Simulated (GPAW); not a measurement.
# Dielectric function and optical constants of Ga2O3

Wanted: where Ga2O3 starts to absorb, how strongly, and its refractive index.

Calculated with GPAW 26.7.0; DFT, PBE, plane-wave PAW (GPAW data sets), scalar-relativistic, RPA, optical limit.

**1. Set-up**

Symmetry: C2/m, No. 12, monoclinic system. The conventional cell has a = 12.214 Å, b = 3.037 Å, c = 5.798 Å, α = 90.00°, β = 103.83°, γ = 90.00°. Nearest to Ga lie 6 O at 1.94 to 2.07 Å. Nearest to Ga lie 4 O at 1.83 to 1.86 Å. O has 3 Ga at 1.83 to 1.94 Å nearest. O has 4 Ga at 1.86 to 2.07 Å nearest. O has 3 Ga at 1.83 to 1.94 Å nearest. Farther neighbours and most contacts between anions are not listed.

**2. Ground state**

First the ground state: is it a metal or has it a gap?

This step: DFT, PBE, plane-wave PAW (GPAW data sets), scalar-relativistic, ground state (GPAW 26.7.0).

gs.py

```python
from ase import Atoms
from ase.dft.bandgap import bandgap
from gpaw import GPAW, PW, FermiDirac

atoms = Atoms(['Ga', 'Ga', 'Ga', 'Ga', 'O', 'O', 'O', 'O', 'O', 'O'],
              cell=[[6.107000000000, -1.518550000000, 0.000000000000],
                    [6.107000000000, 1.518550000000, 0.000000000000],
                    [-1.385988895900, 0.000000000000, 5.630008738000]],
              scaled_positions=[[0.341340000000, 0.341340000000, 0.685980000000],
                                [0.658660000000, 0.658660000000, 0.314020000000],
                                [0.909500000000, 0.909500000000, 0.205400000000],
                                [0.090500000000, 0.090500000000, 0.794600000000],
                                [0.504100000000, 0.504100000000, 0.743400000000],
                                [0.495900000000, 0.495900000000, 0.256600000000],
                                [0.826700000000, 0.826700000000, 0.436800000000],
                                [0.173300000000, 0.173300000000, 0.563200000000],
                                [0.835500000000, 0.835500000000, 0.890200000000],
                                [0.164500000000, 0.164500000000, 0.109800000000]],
              pbc=[True, True, True])
atoms.calc = GPAW(mode=PW(550), xc='PBE', kpts={'size': (8, 8, 4), 'gamma': True},
                  occupations=FermiDirac(0.05), maxiter=150, txt='gs.txt')
print('energy (eV)', atoms.get_potential_energy())
print('Fermi level (eV)', atoms.calc.get_fermi_level())
print('valence electrons', atoms.calc.get_number_of_electrons())
print('gap (eV)', bandgap(atoms.calc, output=None)[0])
print('direct gap (eV)', bandgap(atoms.calc, direct=True, output=None)[0])
atoms.calc.write('gs.gpw')
```

Started as:

```console
> OMP_NUM_THREADS=1 python gs.py
```

Numbers of over 12 decimals in the logs are rounded to 6 here.

The program printed:

```text
__  _  _
 | _ |_)|_||  |
 |__||  | ||/\| - 26.7.0

Versions:
  Python: 3.12.14
  ASE:    3.29.0
  Numpy:  2.5.5
  Scipy:  1.18.1
  Libxc:  7.0.0

Input parameters:
  mode=PW(ecut=550.0),
  kpts=MonkhorstPack(size=(8, 8, 4), gamma=True),
  maxiter=150,
  occupations=Occupations(name='fermi-dirac', width=0.05, fixmagmom=False),
  xc=XC(name='PBE')

Diagonalizing LCAO Hamiltonian
Converting LCAO to pw mode

                             O
       Ga          O
               Ga
          O                   O
                         Ga
                     O           Ga
           O

Atoms  # Å, Bohr magnetons
|   | symbol |         x |         y |        z |    initial magnetic moments |
| 0 |     Ga |  3.218366 | -0.000000 | 3.862073 | ( 0.0000,  0.0000,  0.0000) |
| 1 |     Ga |  7.609645 |  0.000000 | 1.767935 | ( 0.0000,  0.0000,  0.0000) |
| 2 |     Ga | 10.823951 |  0.000000 | 1.156404 | ( 0.0000,  0.0000,  0.0000) |
| 3 |     Ga |  0.004060 | -0.000000 | 4.473605 | ( 0.0000,  0.0000,  0.0000) |
| 4 |      O |  5.126733 |  0.000000 | 4.185348 | ( 0.0000,  0.0000,  0.0000) |
| 5 |      O |  5.701278 | -0.000000 | 1.444660 | ( 0.0000,  0.0000,  0.0000) |
| 6 |      O |  9.491914 |  0.000000 | 2.459188 | ( 0.0000,  0.0000,  0.0000) |
| 7 |      O |  1.336097 | -0.000000 | 3.170821 | ( 0.0000,  0.0000,  0.0000) |
| 8 |      O |  8.970990 | -0.000000 | 5.011834 | ( 0.0000,  0.0000,  0.0000) |
| 9 |      O |  1.857021 | -0.000000 | 0.618175 | ( 0.0000,  0.0000,  0.0000) |

Unit cell  # Å
| periodic |         x |         y |        z |  lengths |     angles |
|      yes |  6.107000 | -1.518550 | 0.000000 | 6.292968 | 103.413542 |
|      yes |  6.107000 |  1.518550 | 0.000000 | 6.292968 | 103.413542 |
|      yes | -1.385989 |  0.000000 | 5.630009 | 5.798100 |  27.927628 |

Number of symmetries: 4
Symmetry operations  # r_c * U_cc + t_c -> r_c
|   | kind |            matrix            |
| 0 |  E   |  1, 0, 0,  0, 1, 0,  0, 0, 1 |
| 1 |  σ   |  0, 1, 0,  1, 0, 0,  0, 0, 1 |
| 2 |  C2  |  0,-1, 0, -1, 0, 0,  0, 0,-1 |
| 3 |  i   | -1, 0, 0,  0,-1, 0,  0, 0,-1 |

BZ-sampling:
  Number of BZ points: 256
  Number of IBZ points: 78

  Monkhorst-Pack size: [8, 8, 4]
  Monkhorst-Pack shift: [0.0625, 0.0625, 0.125]

K-points  # in reciprocal-cell coordinates
|     |                                coordinates |     weight |
|   0 | (  0.00000000,   0.00000000,   0.00000000) | 0.00390625 |
|   1 | (  0.00000000,   0.00000000,   0.25000000) | 0.00781250 |
|   2 | (  0.00000000,   0.00000000,   0.50000000) | 0.00390625 |
|   3 | (  0.12500000,  -0.12500000,   0.00000000) | 0.00781250 |
|   4 | (  0.12500000,  -0.12500000,   0.25000000) | 0.01562500 |
|   5 | (  0.12500000,  -0.12500000,   0.50000000) | 0.00781250 |
|   6 | (  0.12500000,   0.00000000,  -0.25000000) | 0.01562500 |
|   7 | (  0.12500000,   0.00000000,   0.00000000) | 0.01562500 |
|   8 | (  0.12500000,   0.00000000,   0.25000000) | 0.01562500 |
|   9 | (  0.12500000,   0.00000000,   0.50000000) | 0.01562500 |
| ... |                                            |            |
|  77 | (  0.50000000,   0.50000000,   0.50000000) | 0.00390625 |

Plane wave coefficients: 3080
Cutoff: 550.0 eV

Spin-components: 1 (collinear spins)
Bands:           33
Projectors:      50
Spin-degeneracy: 2
Datatype:        complex128

Parallelization:
  kpt:    1
  domain: 1
  band:   1

Density:
  Valence electrons: 48.0
  Components: 1
  Grid points: [35 35 32]
  Charge: 0.0  # |e|

Potential:
  Grid points: [35 35 32]

species:
  Ga:
    name:    Gallium
    id:
    Z:       31.0
    valence: 3
    core:    28
    charge:  0.0  # [|e|]
    compensation charges:
      type: gauss
      rc: 0.37  # [Å]
      lmax: 2
    cutoffs:
      filter: 2.06  # [Å]
      core: 4.17  # [Å]
    projectors
    | kind |    occ | energy [eV] | rcut [Å] |
    |   4s |  2.000 |      -8.945 |    1.164 |
    |   4p |  1.000 |      -2.580 |    1.164 |
    |    s |        |      18.266 |    1.164 |
    |    p |        |      24.631 |    1.164 |
    |    d |        |       0.000 |    1.164 |

    Using partial waves for Ga as LCAO basis

  O:
    name:    Oxygen
    id:
    Z:       8.0
    valence: 6
    core:    2
    charge:  0.0  # [|e|]
    compensation charges:
      type: gauss
      rc: 0.21  # [Å]
      lmax: 2
    cutoffs:
      filter: 1.17  # [Å]
      core: 0.83  # [Å]
    projectors
    | kind |    occ | energy [eV] | rcut [Å] |
    |   2s |  2.000 |     -23.961 |    0.688 |
    |   2p |  4.000 |      -9.029 |    0.598 |
    |    s |        |       3.251 |    0.688 |
    |    p |        |      18.182 |    0.598 |
    |    d |        |       0.000 |    0.619 |

    Using partial waves for O as LCAO basis

Reference energy: -223783.799923  # eV

eigensolver:
  PPCG
  Converge bands: occupied
  niter=2

density mixing:
  MSR1-Mixer
  Pratt-step length: 0.05
  Maximum mixing coefficient: 0.75
  Old densities: 10
  SVD Regularization: 0.005
  Good broyden scale: 1.0
  Trust region scale: 1.0
  Backstep threshold: 4.0
  History deletion threshold: 6.0
  Fourier metric: weight=20.0, sigma=0.015

occupation numbers:
  Fermi-Dirac:
    width: 0.0500  # eV

poisson solver:
  ecut: 4400.0  # eV

xc functional:
  name: PBE with 2 nearest neighbor stencil

convergence criteria:
- Maximum [total energy] change in last 3 cyles: 0.0005 eV / valence electron
- Maximum integral of absolute [dens]ity change: 0.0001 electrons / valence electron
- Maximum integral of absolute [eigenst]ate change: 4e-08 eV^2 / valence electron
maximum number of iterations: 150

SCF iterations
|iter     |      energy | eigst |  dens |
|iter:   1||  -67.728837 | -0.12 |       |
|iter:   2||  -65.494726 | -1.63 | -0.67 |
|iter:   3||  -59.224915 | -0.46 | -0.73 |
|iter:   4||  -59.222565 | -2.37 | -1.32 |
|iter:   5||  -59.228187c| -3.12 | -1.62 |
|iter:   6||  -59.227591c| -3.92 | -2.48 |
|iter:   7||  -59.227747c| -5.15 | -2.89 |
|iter:   8||  -59.227774c| -6.14 | -3.34 |
|iter:   9||  -59.227774c| -7.18 | -4.21c|
|iter:  10||  -59.227774c| -7.83c| -4.51c|

Converged in 10 steps
SCF loop duration: 230.503 s (23.050 s/step)
Energy contributions relative to reference atoms: (reference = -223783.799923)

Energy contributions:
  Kinetic:         149.226827
  Coulomb:        -130.367010
  Zero:              1.077097
  External:          0.000000
  Xc:              -79.164689
  Entropy:          -0.000000
  Spinorbit:         0.000000
  ----------------------------
  Free energy:     -59.227774
  Extrapolated:    -59.227774

dipole moment: (-0.000310, 0.000000, -0.000161)  # |e|*Ang

Fermi level: 6.436
Eigenvalues  # (at kpt = [0.000, 0.000, 0.000])
| band index |      eig [eV] | occ [0-2] |
|          0 |       -13.907 |     2.000 |
|        ... |               |           |
|         16 |         3.272 |     2.000 |
|         17 |         3.412 |     2.000 |
|         18 |         3.990 |     2.000 |
|         19 |         4.235 |     2.000 |
|         20 |         4.307 |     2.000 |
|         21 |         4.535 |     2.000 |
|         22 |         4.726 |     2.000 |
|         23 |         4.998 |     2.000 |
|         24 |         7.446 |     0.000 |
|         25 |        10.776 |     0.000 |
|         26 |        11.790 |     0.000 |
|         27 |        11.810 |     0.000 |
|         28 |        12.827 |     0.000 |
|         29 |        13.786 |     0.000 |
|         30 |        14.456 |     0.000 |
|         31 |        14.509 |     0.000 |
|         32 |        16.313 |     0.000 |

Gap: 2.418 eV
Transition (v -> c):
  (s=0, k=77, n=23, [0.50, 0.50, 0.50]) -> (s=0, k=0, n=24, [0.00, 0.00, 0.00])
Direct/indirect transitions are different
Direct gap: 2.448 eV
Transition at: (s=0, k=0, n=23, [0.00, 0.00, 0.00])

--- standard output ---
energy (eV) -59.227774
Fermi level (eV) 6.435715
valence electrons 48.0
gap (eV) 2.418350
direct gap (eV) 2.447973
```

Wall time 4.2 min (1 thread of Arm Neoverse V1, shared host); peak memory 0.38 GiB.

Numbers from this step:

| Item | Value |
| --- | --- |
| energy | -59.2278 eV |
| Fermi energy | 6.436 eV |
| gap on the k-mesh | 2.418 eV |
| direct gap on the mesh | 2.448 eV |
| electrons | 48 |

There is a gap, 2.42 eV on this mesh (points off the mesh can give less), so no carriers' term is needed.

**3. Bands for the response**

The response needs many more empty bands than the density does.

This step: DFT, PBE, plane-wave PAW (GPAW data sets), scalar-relativistic, bands at fixed density (GPAW 26.7.0).

nscf.py

```python
from ase.dft.bandgap import bandgap
from gpaw import GPAW, FermiDirac

calc = GPAW('gs.gpw').fixed_density(kpts={'size': (9, 9, 5), 'gamma': True}, nbands=69, convergence={'bands': 63},
                                    occupations=FermiDirac(0.001), txt='nscf.txt')
print('gap (eV)', bandgap(calc, output=None)[0])
print('direct gap (eV)', bandgap(calc, direct=True, output=None)[0])
print('top band over the Fermi level (eV)', min(calc.get_eigenvalues(kpt=k)[62] for k in range(len(calc.get_ibz_k_points()))) - calc.get_fermi_level())
calc.write('full.gpw', mode='all')
```

Started as:

```console
> OMP_NUM_THREADS=1 python nscf.py
```

The program printed:

```text
Diagonalizing LCAO Hamiltonian
Converting LCAO to pw mode
convergence criteria:
- Maximum integral of absolute [eigenst]ate change: 4e-08 eV^2 / valence electron
maximum number of iterations: 150

SCF iterations
|iter     |      energy | eigst |  dens |
|iter:   1||             | +3.04 |       |
|iter:   2||             | +1.78 |       |
|iter:   3||             | +0.56 |       |
|iter:   4||             | -0.55 |       |
|iter:   5||             | -1.38 |       |
|iter:   6||             | -2.05 |       |
|iter:   7||             | -2.66 |       |
|iter:   8||             | -3.28 |       |
|iter:   9||             | -3.93 |       |
|iter:  10||             | -4.58 |       |
|iter:  11||             | -5.25 |       |
|iter:  12||             | -5.73 |       |
|iter:  13||             | -6.32 |       |
|iter:  14||             | -6.78 |       |
|iter:  15||             | -7.16 |       |
|iter:  16||             | -7.49c|       |
SCF steps: 16
  __  _  _
 | _ |_)|_||  |
 |__||  | ||/\| - 26.7.0

Versions:
  Python: 3.12.14
  ASE:    3.29.0
  Numpy:  2.5.5
  Scipy:  1.18.1
  Libxc:  7.0.0

Input parameters:
  mode=PW(ecut=550.0),
  convergence={'bands': 63},
  gpts=array([35, 35, 32]),
  kpts=MonkhorstPack(size=(9, 9, 5), gamma=True),
  maxiter=150,
  nbands=69,
  occupations=Occupations(name='fermi-dirac', width=0.001, fixmagmom=False),
  parallel={},
  xc=XC(name='PBE')

--- standard output ---
gap (eV) 2.421117
direct gap (eV) 2.447973
top band over the Fermi level (eV) 23.102223
```

The job ended after 17 min (1 thread; peak memory 0.75 GiB).

Read-outs, printed or worked out from the files:

| Quantity | Value |
| --- | --- |
| gap on the k-mesh | 2.421 eV |

(Part 1 of 2 ends here.)

[Machine, clock and banner lines and Python warnings are left out of the logs.]

[Logs are printed without paths, hosts, clocks, repeated set-up lines and the standing remarks that a program may print on its own settings, such as how far it seeks lower states.]

[Hosts, paths, dates, database ids (printed as entryN), source tags and the programs' standing remarks are cut or masked in the printed files.]
